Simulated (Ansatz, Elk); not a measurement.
# Bonding as seen by X-rays: HfNbBP

Structure refinements treat a crystal as free atoms side by side. For a made-up structure of HfNbBP (cell and positions from a PBEsol relaxation) the runs below show what the calculated density changes in F(hkl).

Method: DFT, PBE, all-electron APW+lo, Dirac cores, scalar-relativistic bands, static density, no spin, in Elk 11.2.3 (patched build).

The structure was built from a prototype and need not be the compound's stable phase.

## 1. Set-up

The structure is trigonal, space group R3m (No. 160). Conventional cell: a = 3.410 Å, b = 3.410 Å, c = 17.432 Å, α = 90.00°, β = 90.00°, γ = 120.00°. Nearest to Hf lie 3 B at 2.37 Å and 3 P at 2.59 Å. Nearest to Nb lie 3 B at 2.33 Å and 3 P at 2.51 Å. Nearest to P lie 3 Nb at 2.51 Å and 3 Hf at 2.59 Å. Nearest to B lie 3 Nb at 2.33 Å and 3 Hf at 2.37 Å. Farther neighbours are not listed.

## 2. Ground state and structure factors

An all-electron density is needed, since X-rays see the cores too. Task 0 finds the density and task 195 Fourier-transforms it; tshift is off so that phases refer to the origin typed.

The input, elk.in:

```
tasks
  0
  195

xctype
  20

spinpol
  .false.

rgkmax
  7.0

gmaxvr
  14.0

lmaxo
  7

lmaxapw
  8

swidth
  0.002

tshift
  .false.

ramdisk
  .false.

hmaxvr
  5.5

maxscl
  120

epspot
  1e-06

sppath
  './'

avec
  3.22160123015 1.85999233745 10.98049495883
  -3.22160123015 1.85999233745 10.98049495883
  -0.00000000000 -3.71998467489 10.98049495883

atoms
  4
  'Hf.in'
  1
  1.0091285394 1.0091285394 1.0091285394   0.000000 0.000000 0.000000
  'Nb.in'
  1
  0.4895290481 0.4895290481 0.4895290481   0.000000 0.000000 0.000000
  'P.in'
  1
  0.2457833194 0.2457833194 0.2457833194   0.000000 0.000000 0.000000
  'B.in'
  1
  0.7516590931 0.7516590931 0.7516590931   0.000000 0.000000 0.000000

ngridk
  8 8 8
```

Launch:

```
$ OMP_NUM_THREADS=4 elk
```

Numbers of over 12 decimals in the logs are rounded to 6 here.

What it wrote:

```text
┌─────────────────────────┐
│ Elk code version 11.2.3 │
└─────────────────────────┘

All units are atomic (Hartree, Bohr, etc.)

┌─────────────────────────────────────────────────┐
│ Ground-state run starting from atomic densities │
└─────────────────────────────────────────────────┘

Lattice vectors :
   3.221601230       1.859992337       10.98049496
  -3.221601230       1.859992337       10.98049496
  -0.000000000      -3.719984675       10.98049496

Reciprocal lattice vectors :
  0.9751649659      0.5630117555      0.1907377682
 -0.9751649659      0.5630117555      0.1907377682
 -0.8151419447E-17  -1.126023511      0.1907377682

Unit cell volume      :    394.7808745
Brillouin zone volume :   0.6283237853

Muffin-tin inner radius fraction :   0.1000000000E-01

Nuclei treated as point charges

Species : 1 (Hf)
 parameters loaded from : Hf.in
 name : hafnium
 nuclear charge    :   -72.00000000
 electronic charge :    72.00000000
 atomic mass :    325367.3659
 muffin-tin radius :    2.695282660
 number of radial points in muffin-tin :   1393
 inner part over the whole radius :   0.9933966489E-02
 number on inner part of muffin-tin    :    998
 approximate nuclear radius :   0.1000320365E-03
 number of mesh points to nuclear radius :    519
 atomic positions (lattice), magnetic fields (Cartesian) :
  1 :   0.00912854  0.00912854  0.00912854    0.00000000  0.00000000  0.00000000

Species : 2 (Nb)
 parameters loaded from : Nb.in
 name : niobium
 nuclear charge    :   -41.00000000
 electronic charge :    41.00000000
 atomic mass :    169357.9704
 muffin-tin radius :    2.544981622
 number of radial points in muffin-tin :   1193
 inner part over the whole radius :   0.9993997256E-02
 number on inner part of muffin-tin    :    848
 approximate nuclear radius :   0.8268951942E-04
 number of mesh points to nuclear radius :    419
 atomic positions (lattice), magnetic fields (Cartesian) :
  1 :   0.48952905  0.48952905  0.48952905    0.00000000  0.00000000  0.00000000

Species : 3 (P)
 parameters loaded from : P.in
 name : phosphorus
 nuclear charge    :   -15.00000000
 electronic charge :    15.00000000
 atomic mass :    56461.71230
 muffin-tin radius :    2.151739256
 number of radial points in muffin-tin :    793
 inner part over the whole radius :   0.9862759817E-02
 number on inner part of muffin-tin    :    553
 approximate nuclear radius :   0.6081821256E-04
 number of mesh points to nuclear radius :    249
 atomic positions (lattice), magnetic fields (Cartesian) :
  1 :   0.24578332  0.24578332  0.24578332    0.00000000  0.00000000  0.00000000

Species : 4 (B)
 parameters loaded from : B.in
 name : boron
 nuclear charge    :   -5.000000000
 electronic charge :    5.000000000
 atomic mass :    19707.24742
 muffin-tin radius :    1.734056051
 number of radial points in muffin-tin :    593
 inner part over the whole radius :   0.9832576220E-02
 number on inner part of muffin-tin    :    404
 approximate nuclear radius :   0.4534157419E-04
 number of mesh points to nuclear radius :    162
 atomic positions (lattice), magnetic fields (Cartesian) :
  1 :   0.75165909  0.75165909  0.75165909    0.00000000  0.00000000  0.00000000

Total number of atoms per unit cell :    4
Total muffin-tin volume :    214.6353594
 ratio of muffin-tin to unit cell volume :   0.5436822634

Spin treatment :
 spin-unpolarised

Number of Bravais lattice symmetries :   12
Number of crystal symmetries         :    6
Crystal has no inversion symmetry
Complex Hermitian eigensolver will be used

k-point grid :      8     8     8
k-point offset :    0.000000000       0.000000000       0.000000000
k-point set is reduced with full crystal symmetry group
Total number of k-points :      120

Muffin-tin radius times maximum |G+k| :    7.000000000
 using average radius
Maximum |G+k| for APW functions       :    3.068136880
Maximum (1/2)|G+k|²                   :    4.706731958
Maximum |G| for potential and density :    14.00000000
Constant for pseudocharge density :    9
[...]
(states/Hartree/unit cell)

Estimated indirect band gap :   0.1647353691E-02
 from k-point 87 to k-point 115
Estimated direct band gap   :   0.7278775565E-02
 at k-point 1

Charges :
 core                        :    86.00000000
 valence                     :    47.00000000
 interstitial                :    6.327128072
 muffin-tins (core leakage)
  species : 1 (Hf)
   atom 1                    :    70.22424453     (  0.4839539045E-06)
  species : 2 (Nb)
   atom 1                    :    38.19236837     (  0.1208704504E-05)
  species : 3 (P)
[...]
species : 4 (B)
[...]
total in muffin-tins        :    126.6728719
 total calculated charge     :    132.9969562
 total charge                :    133.0000000
 error                       :   0.3043767890E-02

RMS change in Kohn-Sham potential (target) :    1.815228357     (  0.1000000000E-05)
Absolute change in total energy (target)   :   0.1510678218     (  0.1000000000E-03)

[... loops 3 to 19 left out ...]

┌──────────────────┐
│ Loop number : 20 │
└──────────────────┘

Energies :
 Fermi                       :     0.392368
 sum of occupied eigenvalues :     -11692.208959205
 electron kinetic            :      21211.503776456
 core electron kinetic       :      20578.474289718
 Coulomb                     :     -40040.460063028
 Coulomb potential           :     -32307.691573131
 nuclear-nuclear             :     -1820.7823038941
 electron-nuclear            :     -44169.064495222
 Hartree                     :      5949.3867360886
 Madelung                    :     -23886.614276462
 xc potential                :     -596.02116252975
 exchange                    :     -449.14970722380
 correlation                 :     -7.263896
 electron entropic           :    -0.77943028700955E-03
 total energy                :     -19285.370669331

Density of states at Fermi energy :    60.63723928
 (states/Hartree/unit cell)

Estimated indirect band gap :   0.5876978589E-03
 from k-point 33 to k-point 36
Estimated direct band gap   :   0.2000240621E-01
 at k-point 92

Charges :
 core                        :    86.00000000
 valence                     :    47.00000000
 interstitial                :    6.136462412
 muffin-tins (core leakage)
  species : 1 (Hf)
[...]
species : 2 (Nb)
[...]
species : 3 (P)
[...]
species : 4 (B)
[...]
total in muffin-tins        :    126.8635376
 total calculated charge     :    132.9974675
 total charge                :    133.0000000
 error                       :   0.2532481867E-02

RMS change in Kohn-Sham potential (target) :   0.6021850634E-06 (  0.1000000000E-05)
Absolute change in total energy (target)   :   0.2394950570E-05 (  0.1000000000E-03)

Convergence targets achieved

┌──────────────────┐
│ Loop number : 21 │
└──────────────────┘

Energies :
 Fermi                       :     0.392368
 sum of occupied eigenvalues :     -11692.208959514
 electron kinetic            :      21211.503773908
 core electron kinetic       :      20578.474286999
 Coulomb                     :     -40040.460060685
 Coulomb potential           :     -32307.691570042
 nuclear-nuclear             :     -1820.7823038941
 electron-nuclear            :     -44169.064493588
 Hartree                     :      5949.3867367971
 Madelung                    :     -23886.614275664
 xc potential                :     -596.02116338052
 exchange                    :     -449.14970716716
 correlation                 :     -7.263896
 electron entropic           :    -0.77943030595045E-03
 total energy                :     -19285.370669478

Density of states at Fermi energy :    60.63724263
 (states/Hartree/unit cell)

Estimated indirect band gap :   0.5876980396E-03
 from k-point 33 to k-point 9
Estimated direct band gap   :   0.2000240014E-01
 at k-point 92

Charges :
 core                        :    86.00000000
 valence                     :    47.00000000
 interstitial                :    6.136462464
 muffin-tins (core leakage)
  species : 1 (Hf)
[...]
species : 2 (Nb)
   atom 1                    :    39.16455346     (  0.1091649438E-05)
  species : 3 (P)
   atom 1                    :    13.43792537     (  0.4273986417E-03)
  species : 4 (B)
   atom 1                    :    3.853687992     (  0.1096524803E-03)
 total in muffin-tins        :    126.8635375
 total calculated charge     :    132.9974675
 total charge                :    133.0000000
 error                       :   0.2532481796E-02

┌──────────────────────────────┐
│ Self-consistent loop stopped │
└──────────────────────────────┘

Warning : core states of species 3 leak from the muffin-tin :   0.4273986417E-03

Warning : core states of species 4 leak from the muffin-tin :   0.1096524803E-03

Wrote STATE.OUT
```

Run time: 49 s. Hardware: 4 threads of INTEL XEON PLATINUM 8581C at 2.30GHz (Emerald Rapids), shared host; peak memory 0.22 GiB.

SFACRHO.OUT:

```text

h k l indices transformed by vhmat matrix:
   1.000000000       0.000000000       0.000000000    
   0.000000000       1.000000000       0.000000000    
   0.000000000       0.000000000       1.000000000    

      h      k      l  multipl.   |H|            Re(F)            Im(F)           |F|

      0      0      0      1   0.0000000       133.00000      0.23836579E-15   133.00000    
      1      1      1      1  0.57221330       28.969921       10.200007       30.713132    
     -1     -1     -1      1  0.57221330       28.969921      -10.200007       30.713132    
      0      0      1      3   1.1420639       29.458333       13.680589       32.480024    
      0      0     -1      3   1.1420639       29.458333      -13.680589       32.480024    
     -2     -2     -2      1   1.1444266       75.581175      -9.8596979       76.221569    
      2      2      2      1   1.1444266       75.581175       9.8596979       76.221569    
      1      0      1      3   1.1888871       80.459209       3.2899543       80.526443    
     -1     -1      0      3   1.1888871       80.459209      -3.2899543       80.526443    
     -1     -1     -2      3   1.3601556       102.64445      -4.4754717       102.74197    
      1      2      1      3   1.3601556       102.64445       4.4754717       102.74197    
     -1     -2     -2      3   1.4756190       28.859692      -33.913300       44.530817    
      1      2      2      3   1.4756190       28.859692       33.913300       44.530817    
     -3     -3     -3      1   1.7166399       27.359383      -50.946283       57.827844    
      3      3      3      1   1.7166399       27.359383       50.946283       57.827844    
     -2     -3     -2      3   1.7465946       23.994600      -28.278767       37.086783    
      2      2      3      3   1.7465946       23.994600       28.278767       37.086783    
     -3     -2     -3      3   1.8963930       84.308042      -8.4567142       84.731116
```

Elk indexes on the primitive cell of elk.in and gives |H| = 4π sin θ/λ in inverse bohr. Below, one row stands for each form hkl of the conventional cell (m members, Friedel mates merged), F is for one primitive cell and the density is static (no thermal factor). Free-atom factors are Waasmaier and Kirfel's, and R is Σm||F|−|F'||/Σm|F|.

| hkl | m | sin θ/λ (Å⁻¹) | abs F, DFT | neutral atoms | diff. | abs of complex diff. |
| --- | --- | --- | --- | --- | --- | --- |
| 003 | 2 | 0.086 | 30.713 | 30.561 | +0.152 | 0.190 |
| 101 | 6 | 0.172 | 32.480 | 32.436 | +0.044 | 0.174 |
| 006 | 2 | 0.172 | 76.222 | 76.941 | -0.719 | 0.743 |
| 012 | 6 | 0.179 | 80.526 | 81.282 | -0.755 | 0.757 |
| 104 | 6 | 0.204 | 102.742 | 102.848 | -0.106 | 0.109 |
| 015 | 6 | 0.222 | 44.531 | 44.702 | -0.171 | 0.259 |
| 009 | 2 | 0.258 | 57.828 | 58.159 | -0.331 | 0.373 |
| 107 | 6 | 0.263 | 37.087 | 37.142 | -0.055 | 0.083 |
| 018 | 6 | 0.285 | 84.731 | 84.962 | -0.230 | 0.231 |
| 110 | 6 | 0.293 | 93.009 | 93.233 | -0.224 | 0.224 |
| 113 | 12 | 0.306 | 26.374 | 26.478 | -0.104 | 0.111 |
| 1 0 10 | 6 | 0.333 | 56.625 | 56.471 | +0.155 | 0.219 |
| 021 | 6 | 0.340 | 27.606 | 27.787 | -0.181 | 0.182 |
| 116 | 12 | 0.340 | 63.405 | 63.261 | +0.144 | 0.174 |

## 3. The highest occupied states alone

An energy window below the Fermi level keeps the highest occupied states, to see at which angles they scatter; shallow core shells can lie inside it and anion s states outside. No new self-consistency is needed.

Changes to elk.in since step 2:

```diff
@@ -1,3 +1,2 @@
 tasks
-  0
   195
@@ -40,2 +39,5 @@
 
+wsfac
+  0.024870 0.692370
+
 sppath
```

Launch:

```
$ OMP_NUM_THREADS=4 elk
```

What it wrote:

```text
┌─────────────────────────────────┐
│ Elk code version 11.2.3 started │
└─────────────────────────────────┘

Info(readinput): the functional depends on the density's gradient
 muffin-tin radial points multiplied by    2.00000
 (not where nrmtscf is given)

┌────────────────────┐
│ Current task : 195 │
└────────────────────┘
Info(checkmt): changed muffin-tin radius of species 1 (Hf) from   2.8000 to   2.6953
Info(checkmt): changed muffin-tin radius of species 2 (Nb) from   2.6000 to   2.5450
Info(checkmt): changed muffin-tin radius of species 3 (P) from   2.2000 to   2.1517
Info(checkmt): changed muffin-tin radius of species 4 (B) from   1.8000 to   1.7341

Info(sfacrho): density structure factors written to SFACRHO.OUT

 Energy window :   0.2487000000E-01  0.6923700000

┌──────────────────┐
│ Elk code stopped │
└──────────────────┘
```

Wall time 5 s (4 threads); peak memory 0.16 GiB.

States within 10 eV below the Fermi level hold 15.00 electrons; any levels below the window count with the cores. Their amplitudes can exceed the total, where window and core parts have opposite phase:

| hkl | sin θ/λ (Å⁻¹) | abs F, window | abs F, all |
| --- | --- | --- | --- |
| 003 | 0.086 | 1.704 | 30.713 |
| 101 | 0.172 | 0.626 | 32.480 |
| 006 | 0.172 | 0.958 | 76.222 |
| 012 | 0.179 | 0.849 | 80.526 |
| 104 | 0.204 | 2.299 | 102.742 |
| 015 | 0.222 | 0.294 | 44.531 |
| 009 | 0.258 | 0.204 | 57.828 |
| 107 | 0.263 | 0.382 | 37.087 |
| 018 | 0.285 | 0.418 | 84.731 |
| 110 | 0.293 | 0.360 | 93.009 |

[end of part 1 of 2]

[Logs are printed without paths, hosts, clocks, repeated set-up lines and the standing remarks that a program may print on its own settings, such as how far it seeks lower states.]

[Hosts, paths, dates, database ids (printed as entryN), source tags and the programs' standing remarks are cut or masked in the printed files.]
